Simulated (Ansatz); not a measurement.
# TiC (Fm-3m) under uniaxial strain along [110]

Wanted: the shifts of the zone-centre modes of TiC (Fm-3m) with strain.

Program: Ansatz 0.2.0. Level of theory: DFT PBEsol, scalar-relativistic, plane waves, PAW; PAW set soft_1. Results are calculated unless marked as measured.

The database entry behind the starting cell differs from later determinations by our own check (0.1 to 0.3 % short, probably kX units), so it need not match the best structure at ambient conditions.

## Step 1: Starting point

The structure is cubic, space group Fm-3m (No. 225). The conventional cell has a = 4.319 Å, b = 4.319 Å, c = 4.319 Å, α = 90.00°, β = 90.00°, γ = 90.00°. Nearest to C lie 6 Ti at 2.16 Å. Ti has 6 C at 2.16 Å nearest. Farther neighbours are not listed.

## Step 2: Bringing the structure to rest

Harmonic phonons are second derivatives at a point where the forces vanish, and they are wanted at zero stress, so atoms and cell are relaxed first.

File input.yaml:

```yaml
crystal:
  lattice:
    - [0.0, 2.1593, 2.1593]
    - [2.1593, 0.0, 2.1593]
    - [2.1593, 2.1593, 0.0]
  atoms:
    - { symbol: C, position: [0.5, 0.5, 0.5] }
    - { symbol: Ti, position: [0.0, 0.0, 0.0] }
kpoints:
  mp_grid: { grid: [16, 16, 16] }
hamiltonian:
  xc: pbesol
  pseudopotentials: { kind: paw, azcp: { folder: soft_1 }, xc_functional: pbe }
scf:
  occupations: { method: gaussian, width: 0.1 }
output:
  forces: true
  stress: true
  eigenvalues: true
  write_density: true
  write_potential: true
  elf: true
  volumetric_format: npy
relax:
  adjacent_minimum: "off"
  f_tol: 0.005
  max_steps: 80
  cell: { stress_tol: 0.05 }
```

Launch:

```
$ ansatz run input.yaml --threads 4 --pin off --max-ram 10240MiB --backend cpu --events-out ev --progress --plain --runs-dir out
```

Numbers of over 12 decimals in the logs are rounded to 6 here.

The program printed:

```text
Engine: ansatz 0.2.0, x86_64-unknown-linux-gnu
Pseudopotentials: kind: paw
Pseudopotential: C, paw, valence charge 4, recommended cutoff 420 eV (normal), soft_1/C.paw.azcp
Pseudopotential: Ti, paw, valence charge 12, recommended cutoff 420 eV (normal), soft_1/Ti.paw.azcp
Functional definition: PBEsol
  exchange = pbesol_x
  correlation = pbesol_c
Crystal: 2 atoms, lattice volume = 20.136 Å³
Basis set: ecut = 420 eV, 411 PW (Γ), exchange–correlation on 48×48×48 points (8 copies of the dense FFT grid, shifted against one another)
Bands: 12, of which v1, the nominal top of the filled ones, is band 8 counted from 1 (7 counted from 0)
Symmetry: 48 space group operations
Space group: Fm-3m (ITA 225), of the structure as read, at distance tolerance 2.7e-5 Å
k-points: 145 of 4096
Non-local potential: C, projectors of the file, l = 0: 2, l = 1: 2, l = 2: 1
Non-local potential: Ti, projectors of the file, l = 0: 3, l = 1: 2, l = 2: 3, l = 3: 1
PAW form: soft (Blöchl's): semilocal exchange-correlation on the pseudo side does not see the compensation charge
PAW frozen core: C, regenerated for the run's functional, and the local potential with it (the file was generated under x = pbe(κ = 0.804, μ = 0.219515), c = pbe(β = 0.066725))
PAW frozen core: Ti, regenerated for the run's functional, and the local potential with it (the file was generated under x = pbe(κ = 0.804, μ = 0.219515), c = pbe(β = 0.066725))
PAW one-centre angular grid: C, 110 points (default); XC on 64 Gauss nodes
PAW one-centre angular grid: Ti, 590 points (default); XC on 64 Gauss nodes
Initial density: superposition of atomic densities (chi_scale 0.1, normalization cell, long waves kept (reshape's long-wave potential 0.00 eV rms))
Initial wavefunctions: pseudopotential atomic-orbital guess
Functional: x = pbesol(κ = 0.804, μ = 0.123457), c = pbesol(β = 0.046)
SCF iter   1: F=—  HF=-2723.399516 eV  |F-HF|=—  |Δ(HF+E_count)|=         —  Δρ=1.37e-1  dr2=4.91e0  ethr=3.10e-3  ⟨swp⟩=4.3  Hψ=8551  notcnv=0
preconditioner: auto → none  [insulator: Δε(μ)=0.124 eV  Ē_g=9.081 eV  σ=0.100 eV  W_gap=0.57  n_scr=8 (ndim 8)  ℏωp=23.4 eV  f_vac=0.000  D(μ)=0.23/eV (n_scr^D=0)  ε∞_Penn≈7.6]
SCF iter   2: F=—  HF=-2722.548306 eV  |F-HF|=—  |Δ(HF+E_count)|=   8.51e-1  Δρ=5.13e-2  dr2=6.85e-1  ethr=3.10e-3  ⟨swp⟩=2.6  Hψ=3903  notcnv=0  defer=1
SCF iter   3: F=—  HF=-2722.420997 eV  |F-HF|=—  |Δ(HF+E_count)|=   1.27e-1  Δρ=5.91e-3  dr2=3.47e-3  ethr=3.10e-3  ⟨swp⟩=2.4  Hψ=2930  notcnv=0  defer=1
SCF iter   4: F=—  HF=-2722.420157 eV  |F-HF|=—  |Δ(HF+E_count)|=   8.40e-4  Δρ=1.43e-3  dr2=1.33e-4  ethr=2.17e-5  ⟨swp⟩=2.7  Hψ=4015  notcnv=0  defer=1
SCF iter   5: F=—  HF=-2722.420202 eV  |F-HF|=—  |Δ(HF+E_count)|=   4.46e-5  Δρ=2.98e-4  dr2=1.27e-5  ethr=8.33e-7  ⟨swp⟩=1.2  Hψ=1931  notcnv=0  defer=1
SCF iter   6: F=—  HF=-2722.420200 eV  |F-HF|=—  |Δ(HF+E_count)|=   1.55e-6  Δρ=2.31e-5  dr2=4.02e-8  ethr=6.25e-10  ⟨swp⟩=6.0  Hψ=9799  notcnv=0
SCF iter   7: F=-2722.420200 eV  HF=-2722.420200 eV  |F-HF|=1.12e-10  |Δ(HF+E_count)|=  1.95e-10  Δρ=1.48e-6  dr2=2.14e-10  ethr=2.51e-10  ⟨swp⟩=4.9  Hψ=8574  notcnv=0
SCF 1 converged in 7 iterations: F = -2722.420200 eV  dr2 = 2.14e-10
  greatest PAW one-centre occupation: 0.998 electrons in one spin orbital (limit 2), on the Ti atom at site 1 (counted from 0), in its partial waves of l = 0
relax step   1: F+E_penalty+E_count = -2722.42020021 eV  Δ(F+E_penalty+E_count) = +0.000e0 eV  max|allowed force component| = 2.340e-29 eV/Å  Δτ_max = 0.0000 Å  P = -4.622 GPa  Ω = 20.136 Å³  (7 SCF iters, dr2 threshold 1.00e-7 eV, accepted)
Crystal: 2 atoms, lattice volume = 19.821 Å³
Basis set: ecut = 420 eV, 387 PW (Γ), exchange–correlation on 48×48×48 points (8 copies of the dense FFT grid, shifted against one another)
Initial density: handed on by an earlier stage of this run
Initial wavefunctions: those handed on with the density
iter 1 solved again at ethr=2.26e-5 eV; its pass at ethr=3.10e-3 eV (dr2=3.61e-3 eV) is discarded
SCF iter   1: F=—  HF=-2722.426364 eV  |F-HF|=—  |Δ(HF+E_count)|=         —  Δρ=3.54e-3  dr2=3.26e-3  ethr=2.26e-5  ⟨swp⟩=1.0  Hψ=10623  notcnv=0
preconditioner: auto → none  [metal: Δε(μ)=0.013 eV  Ē_g=8.070 eV  σ=0.100 eV  W_gap=0.08  n_scr=8 (ndim 8)  ℏωp=23.6 eV  f_vac=0.000  D(μ)=0.40/eV (n_scr^D=0)]
SCF iter   2: F=—  HF=-2722.425847 eV  |F-HF|=—  |Δ(HF+E_count)|=   5.17e-4  Δρ=1.30e-3  dr2=4.59e-4  ethr=2.04e-5  ⟨swp⟩=1.8  Hψ=1910  notcnv=0
SCF iter   3: F=—  HF=-2722.425763 eV  |F-HF|=—  |Δ(HF+E_count)|=   8.41e-5  Δρ=1.26e-4  dr2=3.16e-6  ethr=2.87e-6  ⟨swp⟩=2.0  Hψ=2010  notcnv=0
SCF iter   4: F=—  HF=-2722.425762 eV  |F-HF|=—  |Δ(HF+E_count)|=   1.11e-6  Δρ=2.84e-5  dr2=5.84e-8  ethr=1.98e-8  ⟨swp⟩=2.1  Hψ=2193  notcnv=0
iter 5 did not close the SCF: its close was put off for the readings that it lacked (scf_convergence_deferred on its scf_iter line)
SCF iter   5: F=-2722.425762 eV  HF=-2722.425762 eV  |F-HF|=6.32e-11  |Δ(HF+E_count)|=   3.65e-8  Δρ=1.81e-6  dr2=3.03e-10  ethr=3.65e-10  ⟨swp⟩=2.6  Hψ=2679  notcnv=0
SCF iter   6: F=-2722.425762 eV  HF=-2722.425762 eV  |F-HF|=7.28e-12  |Δ(HF+E_count)|=  2.68e-11  Δρ=2.09e-7  dr2=9.17e-12  ethr=1.89e-12  ⟨swp⟩=3.8  Hψ=7049  notcnv=0
SCF 2 converged in 6 iterations: F = -2722.425762 eV  dr2 = 9.17e-12
relax step   2: F+E_penalty+E_count = -2722.42576197 eV  Δ(F+E_penalty+E_count) = -5.562e-3 eV  max|allowed force component| = 2.728e-30 eV/Å  Δτ_max = 0.0000 Å  P = -0.557 GPa  Ω = 19.821 Å³  energy of the carried Pulay correction = +4.247e-4 eV  (6 SCF iters, dr2 threshold 2.00e-7 eV, accepted)
Crystal: 2 atoms, lattice volume = 19.779 Å³
iter 1 solved again at ethr=4.14e-7 eV; its pass at ethr=3.10e-3 eV (dr2=6.62e-5 eV) is discarded
SCF iter   1: F=—  HF=-2722.425902 eV  |F-HF|=—  |Δ(HF+E_count)|=         —  Δρ=4.83e-4  dr2=6.05e-5  ethr=4.14e-7  ⟨swp⟩=1.0  Hψ=10031  notcnv=0
preconditioner: auto → none  [metal: Δε(μ)=0.013 eV  Ē_g=8.066 eV  σ=0.100 eV  W_gap=0.07  n_scr=8 (ndim 8)  ℏωp=23.6 eV  f_vac=0.000  D(μ)=0.39/eV (n_scr^D=0)]
SCF iter   2: F=—  HF=-2722.425893 eV  |F-HF|=—  |Δ(HF+E_count)|=   9.25e-6  Δρ=1.78e-4  dr2=8.58e-6  ethr=3.78e-7  ⟨swp⟩=1.8  Hψ=1915  notcnv=0
iter 3 did not close the SCF: its close was put off for the readings that it lacked (scf_convergence_deferred on its scf_iter line)
SCF iter   3: F=-2722.425891 eV  HF=-2722.425891 eV  |F-HF|=3.60e-8  |Δ(HF+E_count)|=   1.54e-6  Δρ=1.71e-5  dr2=5.84e-8  ethr=5.36e-8  ⟨swp⟩=2.0  Hψ=2013  notcnv=0
iter 4 did not close the SCF: its close was put off for the readings that it lacked (scf_convergence_deferred on its scf_iter line)
SCF iter   4: F=-2722.425891 eV  HF=-2722.425891 eV  |F-HF|=4.80e-10  |Δ(HF+E_count)|=  4.85e-10  Δρ=3.85e-6  dr2=1.08e-9  ethr=3.65e-10  ⟨swp⟩=2.1  Hψ=2185  notcnv=0
iter 5 did not close the SCF: its close was put off for the readings that it lacked (scf_convergence_deferred on its scf_iter line)
SCF iter   5: F=-2722.425891 eV  HF=-2722.425891 eV  |F-HF|=1.36e-12  |Δ(HF+E_count)|=  6.65e-10  Δρ=2.49e-7  dr2=5.82e-12  ethr=6.74e-12  ⟨swp⟩=2.6  Hψ=2652  notcnv=0
SCF iter   6: F=-2722.425891 eV  HF=-2722.425891 eV  |F-HF|=4.55e-13  |Δ(HF+E_count)|=  9.09e-13  Δρ=2.85e-8  dr2=1.81e-13  ethr=1.00e-12  ⟨swp⟩=3.5  Hψ=6252  notcnv=0
SCF 3 converged in 6 iterations: F = -2722.425891 eV  dr2 = 1.81e-13
relax step   3: F+E_penalty+E_count = -2722.42589142 eV  Δ(F+E_penalty+E_count) = -1.295e-4 eV  max|allowed force component| = 2.761e-30 eV/Å  Δτ_max = 0.0000 Å  P = +0.015 GPa  Ω = 19.779 Å³  energy of the carried Pulay correction = +4.824e-4 eV  (6 SCF iters, dr2 threshold 2.00e-7 eV, accepted)
Initial wavefunctions: pseudopotential atomic-orbital guess (no wavefunctions were taken with the density)
iter 1 solved again at ethr=1.01e-9 eV; its pass at ethr=3.10e-3 eV (dr2=1.62e-7 eV) is discarded
SCF iter   1: F=—  HF=-2722.425431 eV  |F-HF|=—  |Δ(HF+E_count)|=         —  Δρ=4.94e-5  dr2=7.04e-8  ethr=1.01e-9  ⟨swp⟩=3.0  Hψ=13539  notcnv=0
preconditioner: auto → none  [metal: Δε(μ)=0.012 eV  Ē_g=8.063 eV  σ=0.100 eV  W_gap=0.07  n_scr=8 (ndim 8)  ℏωp=23.6 eV  f_vac=0.000  D(μ)=0.39/eV (n_scr^D=0)]
SCF iter   2: F=—  HF=-2722.425431 eV  |F-HF|=—  |Δ(HF+E_count)|=   4.55e-7  Δρ=2.45e-5  dr2=1.43e-8  ethr=4.40e-10  ⟨swp⟩=2.6  Hψ=2364  notcnv=0
SCF iter   3: F=—  HF=-2722.425431 eV  |F-HF|=—  |Δ(HF+E_count)|=   3.08e-8  Δρ=1.41e-6  dr2=7.36e-11  ethr=8.95e-11  ⟨swp⟩=2.5  Hψ=2588  notcnv=0
iter 4 did not close the SCF: its close was put off for the readings that it lacked (scf_convergence_deferred on its scf_iter line)
SCF iter   4: F=-2722.425431 eV  HF=-2722.425431 eV  |F-HF|=2.27e-12  |Δ(HF+E_count)|=  1.05e-10  Δρ=1.53e-7  dr2=2.87e-12  ethr=1.00e-12  ⟨swp⟩=2.0  Hψ=2582  notcnv=0
iter 5 did not close the SCF: its close was put off for the readings that it lacked (scf_convergence_deferred on its scf_iter line)
SCF iter   5: F=-2722.425431 eV  HF=-2722.425431 eV  |F-HF|=1.36e-12  |Δ(HF+E_count)|=    0.00e0  Δρ=3.75e-8  dr2=1.49e-13  ethr=1.00e-12  ⟨swp⟩=1.0  Hψ=1740  notcnv=0
iter 6 did not close the SCF: its close was put off for the readings that it lacked (scf_convergence_deferred on its scf_iter line)
SCF iter   6: F=-2722.425431 eV  HF=-2722.425431 eV  |F-HF|=4.55e-13  |Δ(HF+E_count)|=  9.09e-13  Δρ=7.68e-9  dr2=1.02e-14  ethr=1.00e-12  ⟨swp⟩=1.0  Hψ=1740  notcnv=0
iter 7 did not close the SCF: its close was put off for the readings that it lacked (scf_convergence_deferred on its scf_iter line)
SCF iter   7: F=-2722.425431 eV  HF=-2722.425431 eV  |F-HF|=1.36e-12  |Δ(HF+E_count)|=  9.09e-13  Δρ=9.20e-10  dr2=9.53e-17  ethr=1.00e-12  ⟨swp⟩=1.0  Hψ=1740  notcnv=0
SCF iter   8: F=-2722.425431 eV  HF=-2722.425431 eV  |F-HF|=0.00e0  |Δ(HF+E_count)|=  9.09e-13  Δρ=2.64e-10  dr2=1.67e-17  ethr=1.00e-12  ⟨swp⟩=1.8  Hψ=4262  notcnv=0
SCF 4 converged in 8 iterations: F = -2722.425431 eV  dr2 = 1.67e-17
relax step   4: F+E_penalty+E_count = -2722.42543116 eV  Δ(F+E_penalty+E_count) = +4.603e-4 eV  max|allowed force component| = 3.681e-30 eV/Å  Δτ_max = 0.0000 Å  P = -0.010 GPa  Ω = 19.779 Å³  stress off target by 1.01e-2 GPa  SCF on the basis re-selected at this cell (its energy is not comparable with the rows above)  (8 SCF iters)
basis re-selected at this cell: Δ(F+E_penalty+E_count) = +4.603e-4 eV, ΔP = -0.025 GPa vs the last step (what re-selecting the basis moved, of the pressure what is left beyond the Pulay correction that the steps carried, after the strain that the cell walked since its last selection, with what the two solves' SCF thresholds leave and, on support functions, any second-order correction that the steps lacked; it is no m [...]
SCF converged after 8 iterations
Free energy (F): -2722.425431 eV
Harris-Foulkes:  -2722.425431 eV  (|F-HF|=0.00e0)
Internal energy: -2722.423483 eV  (E = F + TS)
E sigma→0 (E₀):  -2722.424457 eV
Entropy (-TS):   -0.001948 eV (-0.974 meV/atom)
Fermi energy:    14.966068 eV
--- Per-component energies (eV) ---
  E_band       = -104.838176
  E_kinetic    = 367.205407
  E_local      = -813.407219  (includes V_loc(G=0)·N_el)
  E_nonlocal   = 84.510928
  E_hartree    = 320.811056
  E_xc         = -163.753384
  E_vxc        = -205.216395  (∫ρ·V_xc dr)
  E_paw        = -1112.189993  (= ΣΔE_a)
  E_vpaw       = -179.552946  (= ΣTr[D̂ρ^β])
  E_aug_tail   = -0.000063  (compensation charges beyond the density's cutoff)
  E_ewald      = -1405.760701
  E_core_change = 0.160485  (= ΣΔE_core)
  E_smearing   = -0.001948  (= −TS)
  E_closure    = 0.000000  (closes the sum)
  Σ components = -2722.425431   (vs F -2722.425431, Δ=0.00e0)
--- Forces (eV/Å), atoms counted from 1 ---
  atom   1  C      0.00000000    -0.00000000    -0.00000000
  atom   2  Ti    -0.00000000     0.00000000     0.00000000
  max |Σ_I F_I| component: 6.31e-30 eV/Å
--- Stress (GPa, compression-positive) ---
       -0.010100      -0.000000      -0.000000
       -0.000000      -0.010100      -0.000000
       -0.000000       0.000000      -0.010100
  P = ⅓ Tr σ = -0.0101 GPa (-0.101 kbar)
--- Band table (eV; the first three rows and the last of 145) ---
  k-point 0: bands = [... 4 lower, 2.4835, 15.6539, 15.6539, 15.6539, 16.7167, 16.7167, 16.7167, 16.7731]
  k-point 1: bands = [... 4 lower, 2.5758, 15.2052, 15.4593, 15.4593, 16.0332, 16.0332, 16.9603, 17.7870]
  k-point 2: bands = [... 4 lower, 2.8466, 14.3128, 14.6834, 14.6834, 16.1017, 16.1017, 17.3018, 18.8878]
  k-point 144: bands = [... 4 lower, 5.4413, 11.7587, 11.7587, 12.2055, 17.8660, 17.8660, 18.6529, 20.3856]
--- Relaxed structure (3 steps of the walk, 3 accepted, 1 SCFs on fresh bases) ---
  F+E_penalty+E_count = -2722.42543116 eV   max|allowed force component| = 3.681e-30 eV/Å   (the final SCF, on the basis selected at the relaxed cell)
  cell:  # Å, volume = 19.7789 Å³
    - [0, 2.146466, 2.146466]
    - [2.146466, 0, 2.146466]
    - [2.146466, 2.146466, 0]
  atoms:
    - { symbol: C, position: [0.5, 0.5, 0.5] }
    - { symbol: Ti, position: [0, 0, 0] }
```

Elapsed: 4.2 s, on 4 threads of Intel Xeon at 2.70GHz, shared host; peak memory 0.39 GiB; 13 s of CPU time.

Relaxation path:

```csv
step,energy less that of the first step (eV),largest force component (eV/Å),pressure (GPa),volume (Å³)
1,0.0000,0.0000,-4.62,20.14
2,-0.0056,0.0000,-0.56,19.82
3,-0.0057,0.0000,0.02,19.78
4*,-0.0052,0.0000,-0.01,19.78
```

Relaxation steps marked * repeat the geometry before them on a plane-wave basis chosen anew for their cell, so energy and pressure can jump there.

Forces are held to the 48 operations that the run works with; a distortion that breaks them can't arise in this run.

```csv
"conventional cell, symmetrised",before,after,change
a (Å),4.319,4.293,-0.6 %
b (Å),4.319,4.293,-0.6 %
c (Å),4.319,4.293,-0.6 %
volume (Å³/atom),10.07,9.89,-1.8 %
```

Final coordinates:

```xyz
2
Lattice="0.0000 2.1465 2.1465 2.1465 0.0000 2.1465 2.1465 2.1465 0.0000" Properties=species:S:1:pos:R:3 pbc="T T T"
C     2.1465    2.1465    2.1465
Ti    0.0000    0.0000    0.0000
```

Numbers from this step:

```
pressure          : -0.01010 GPa
volume per atom   : 9.889 Å³
gap on the k-mesh : 0 eV
```

ELF in the ac plane of the conventional cell at fractional y = 0.000, with atoms of C and Ti within 0.2 Å of it. It is the smooth field of the valence electrons, not physical close to the nuclei.

Ten even steps from '_' (0.10) to '@' (0.76), each cell a mean:
```
%%@@++::##@@==::##@@==--%%@@
%%**::..##@@@@%%@@@@==..==%%
--::__..==########**--__..--
++==--::....::--::....--====
@@@@%%--__::++**==....**@@@@
++%%@@==::**@@@@%%==::##@@##
__++@@++--%%%%##@@**--##%%::
::##@@==--%%@@%%@@++::##@@==
%%@@@@==..==%%%%**::..##@@@@
####**--__..----::__..==####
--::....--====++==--::....::
**==....**@@@@@@@@%%--__::++
@@%%==::##@@##++%%@@==::**@@
##@@**--##%%::__++@@++--%%%%
```
Columns run along a (4.3 Å), rows up along c (4.3 Å), edges of the conventional cell, whose origin can differ from the input's. Atoms in or near the plane, at fractional coordinates: C at (0.50, 0.00), C at (0.00, 0.50), Ti at (0.00, 0.00), Ti at (0.50, 0.50).

Electrostatic potential energy in the ac plane of the conventional cell at fractional y = 0.000, with atoms of C and Ti within 0.2 Å of it. With pseudopotentials it is smooth inside the atoms' cores, unlike the true potential.

Ten even steps from '_' (-39 eV) to '@' (15 eV), each cell a mean:
```
::::==%%@@++____::##@@**--::
::--**@@@@%%++==**@@@@%%++--
**##%%@@@@@@@@%%@@@@@@@@%%**
%%@@@@@@@@@@%%##%%@@@@@@@@@@
##%%@@@@%%**====++##@@@@@@##
..==%%@@##--::::::++%%@@**::
__..##%%**::::::::==##%%==__
__::##@@**--::::::==%%@@++__
==**@@@@%%++--::--**@@@@%%++
%%@@@@@@@@%%****##%%@@@@@@@@
##%%@@@@@@@@@@%%@@@@@@@@@@%%
==++##@@@@@@####%%@@@@%%**==
::::++%%@@**::..==%%@@##--::
::::==##%%==____..##%%**::::
```
Columns run along a (4.3 Å; values clipped at the 3rd and 97th percentile), rows up along c (4.3 Å), edges of the conventional cell, whose origin can differ from the input's. Atoms in or near the plane, at fractional coordinates: C at (0.50, 0.00), C at (0.00, 0.50), Ti at (0.00, 0.00), Ti at (0.50, 0.50).

Valence density in the ac plane of the conventional cell at fractional y = 0.000, with atoms of C and Ti within 0.2 Å of it. It is the smooth field of the valence electrons, not physical close to the nuclei.

Values in e/Å³, 14 rows by 14 columns, each cell a mean:
```
10  6  2  1  1  1  2  2  1  1  1  1  4  8
 4  2  1  0  0  1  1  1  1  1  0  0  1  4
 1  1  0  0  0  0  1  1  1  0  0  0  0  1
 1  0  0  0  0  0  1  1  0  0  0  0  0  1
 1  1  0  0  0  1  2  2  1  0  0  0  1  1
 2  1  1  0  1  2  6  7  4  1  0  1  1  1
 2  2  1  1  1  4 10 11  7  2  1  1  1  2
 2  1  1  1  1  4  8 10  6  2  1  1  1  2
 1  1  1  0  0  1  4  4  2  1  0  0  1  1
 1  1  0  0  0  0  1  1  1  0  0  0  0  1
 1  0  0  0  0  0  1  1  0  0  0  0  0  1
 2  1  0  0  0  1  1  1  1  0  0  0  1  2
 7  4  1  0  1  1  1  2  1  1  0  1  2  6
11  7  2  1  1  1  2  2  2  1  1  1  4 10
```
Columns run along a (4.3 Å), rows up along c (4.3 Å), edges of the conventional cell, whose origin can differ from the input's. Atoms in or near the plane, at fractional coordinates: C at (0.50, 0.00), C at (0.00, 0.50), Ti at (0.00, 0.00), Ti at (0.50, 0.50).

In this step the volume went from 10.07 to 9.89 Å³/atom.

## Step 3: Tight relaxation

Phonons need small forces and stress, so the relaxation is finished with tight tolerances on 16×16×16 k points.

input.yaml, the sections that differ from step 2:

```yaml
crystal:
  lattice:
    - [0.0, 2.1464662863, 2.1464662863]
    - [2.1464662863, 0.0, 2.1464662863]
    - [2.1464662863, 2.1464662863, 0.0]
  atoms:
    - { symbol: C, position: [0.5, 0.5, 0.5] }
    - { symbol: Ti, position: [0.0, 0.0, 0.0] }
scf:
  occupations: { method: methfessel_paxton, width: 0.2 }
output:
  forces: true
  stress: true
  eigenvalues: true
relax:
  adjacent_minimum: "off"
  f_tol: 0.001
  max_steps: 60
  cell: { stress_tol: 0.01 }
# kpoints, hamiltonian: as in step 2
```

The program printed:

```text
[...]
Crystal: 2 atoms, lattice volume = 19.779 Å³
Basis set: ecut = 420 eV, 387 PW (Γ), exchange–correlation on 48×48×48 points (8 copies of the dense FFT grid, shifted against one another)
Bands: 12, of which v1, the nominal top of the filled ones, is band 8 counted from 1 (7 counted from 0)
Symmetry: 48 space group operations
[...]
k-points: 145 of 4096
[...]
k-point 144: bands = [... 4 lower, 5.4421, 11.7593, 11.7593, 12.2062, 17.8665, 17.8665, 18.6532, 20.3861]
--- Relaxed structure (2 steps of the walk, 2 accepted, 2 SCFs on fresh bases) ---
[...]
cell:  # Å, volume = 19.7783 Å³
    - [0, 2.146443, 2.146443]
    - [2.146443, 0.0, 2.146443]
    - [2.146443, 2.146443, 0]
  atoms:
    - { symbol: C, position: [0.5, 0.5, 0.5] }
    - { symbol: Ti, position: [0, 0, 0] }
[key lines of the parts left out:]
SCF converged after 3 iterations
Free energy (F): -2722.424797 eV
Fermi energy:    14.968978 eV
P = ⅓ Tr σ = -0.0015 GPa (-0.015 kbar)
```

Run time: 3.5 s. Hardware: 4 threads; peak memory 0.38 GiB.

Little changed from the start: no atom moved by 0.005 Å and no cell edge by 0.1 %.

This step gave:

| Quantity | Value |
| --- | --- |
| pressure | -0.001472 GPa |

The forces vanish by symmetry and the pressure is -0.001 GPa, within the tolerances set. The cell now holds 9.89 Å³/atom.

(Continued in part 2 of 2.)

[Logs are printed without paths, hosts, clocks, repeated set-up lines and the standing remarks that a program may print on its own settings, such as how far it seeks lower states.]

[Hosts, paths, dates, database ids (printed as entryN), source tags and the programs' standing remarks are cut or masked in the printed files.]
